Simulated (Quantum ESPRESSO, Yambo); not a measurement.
Planning a run of Quantum ESPRESSO 7.5 on MoS2 (P6_3/mmc). The input:

```
&control
  calculation = 'bands'
  prefix = 'x'
  outdir = 'o'
  pseudo_dir = 'pseudo'
/
&system
  ibrav = 0
  nat = 6
  ntyp = 2
  ecutwfc = 72.0
  nbnd = 64
  force_symmorphic = .true.
  noncolin = .true.
  lspinorb = .true.
/
&electrons
  conv_thr = 1e-9
  electron_maxstep = 80
  diago_full_acc = .true.
  diago_thr_init = 5e-6
/
ATOMIC_SPECIES
  Mo 95.95 Mo.upf
  S 32.06 S.upf
CELL_PARAMETERS angstrom
  3.1690000000 -0.0000000000 0.0000000000
  -1.5845000000 2.7444345046 0.0000000000
  0.0000000000 0.0000000000 12.3240000000
ATOMIC_POSITIONS crystal
  Mo 0.3333333333 0.6666666667 0.2500000000
  Mo 0.6666666667 0.3333333333 0.7500000000
  S 0.3333333333 0.6666666667 0.6230000000
  S 0.6666666667 0.3333333333 0.1230000000
  S 0.3333333333 0.6666666667 0.8770000000
  S 0.6666666667 0.3333333333 0.3770000000
K_POINTS crystal
  75
  0.00000000 0.00000000 0.00000000 1
  0.06250000 0.00000000 0.00000000 1
  0.12500000 0.00000000 0.00000000 1
  0.18750000 0.00000000 0.00000000 1
  0.25000000 0.00000000 0.00000000 1
  0.31250000 0.00000000 0.00000000 1
  0.37500000 0.00000000 0.00000000 1
  0.43750000 0.00000000 0.00000000 1
  0.50000000 0.00000000 0.00000000 1
  0.47916667 0.04166667 0.00000000 1
  0.45833333 0.08333333 0.00000000 1
  0.43750000 0.12500000 0.00000000 1
  0.41666666 0.16666666 0.00000000 1
  0.39583333 0.20833333 0.00000000 1
  0.37500000 0.25000000 0.00000000 1
  0.35416666 0.29166666 0.00000000 1
  0.33333333 0.33333333 0.00000000 1
  0.29166666 0.29166666 0.00000000 1
  0.25000000 0.25000000 0.00000000 1
  0.20833333 0.20833333 0.00000000 1
  0.16666666 0.16666666 0.00000000 1
  0.12500000 0.12500000 0.00000000 1
  0.08333333 0.08333333 0.00000000 1
  0.04166667 0.04166667 0.00000000 1
  0.00000000 0.00000000 0.00000000 1
  0.00000000 0.00000000 0.06250000 1
  0.00000000 0.00000000 0.12500000 1
  0.00000000 0.00000000 0.18750000 1
  0.00000000 0.00000000 0.25000000 1
  0.00000000 0.00000000 0.31250000 1
  0.00000000 0.00000000 0.37500000 1
  0.00000000 0.00000000 0.43750000 1
  0.00000000 0.00000000 0.50000000 1
  0.06250000 0.00000000 0.50000000 1
  0.12500000 0.00000000 0.50000000 1
  0.18750000 0.00000000 0.50000000 1
  0.25000000 0.00000000 0.50000000 1
  0.31250000 0.00000000 0.50000000 1
  0.37500000 0.00000000 0.50000000 1
  0.43750000 0.00000000 0.50000000 1
  0.50000000 0.00000000 0.50000000 1
  0.47916667 0.04166667 0.50000000 1
  0.45833333 0.08333333 0.50000000 1
  0.43750000 0.12500000 0.50000000 1
  0.41666666 0.16666666 0.50000000 1
  0.39583333 0.20833333 0.50000000 1
  0.37500000 0.25000000 0.50000000 1
  0.35416666 0.29166666 0.50000000 1
  0.33333333 0.33333333 0.50000000 1
  0.29166666 0.29166666 0.50000000 1
  0.25000000 0.25000000 0.50000000 1
  0.20833333 0.20833333 0.50000000 1
  0.16666666 0.16666666 0.50000000 1
  0.12500000 0.12500000 0.50000000 1
  0.08333333 0.08333333 0.50000000 1
  0.04166667 0.04166667 0.50000000 1
  0.00000000 0.00000000 0.50000000 1
  0.50000000 0.00000000 0.50000000 1
  0.50000000 0.00000000 0.43750000 1
  0.50000000 0.00000000 0.37500000 1
  0.50000000 0.00000000 0.31250000 1
  0.50000000 0.00000000 0.25000000 1
  0.50000000 0.00000000 0.18750000 1
  0.50000000 0.00000000 0.12500000 1
  0.50000000 0.00000000 0.06250000 1
  0.50000000 0.00000000 0.00000000 1
  0.33333333 0.33333333 0.50000000 1
  0.33333333 0.33333333 0.43750000 1
  0.33333333 0.33333333 0.37500000 1
  0.33333333 0.33333333 0.31250000 1
  0.33333333 0.33333333 0.25000000 1
  0.33333333 0.33333333 0.18750000 1
  0.33333333 0.33333333 0.12500000 1
  0.33333333 0.33333333 0.06250000 1
  0.33333333 0.33333333 0.00000000 1
```

The database entry behind the starting cell differs from later determinations by our own check (about 0.3 % long), so it need not match the best structure at ambient conditions.

```sh
OMP_NUM_THREADS=1 mpirun -n 16 pw.x -nk 16 -in pw.in > pw.out
```

Q: How long will it take on 16 MPI ranks of Arm Neoverse V2, shared host, and how much memory?

It took 48 s; on shared hardware allow 24 s to 96 s. Peak host memory was 2.8 GiB.

[Paths, hosts, dates, memory and timing lines, banners, echoed tables and standing remarks are left out of the program output.]

[Logs are printed without paths, hosts, clocks, repeated set-up lines and the standing remarks that a program may print on its own settings, such as how far it seeks lower states.]

[Runs of the session that timed out or met a known fault of the program may be left out.]

[Hosts, paths, dates, database ids (printed as entryN), source tags and the programs' standing remarks are cut or masked in the printed files.]
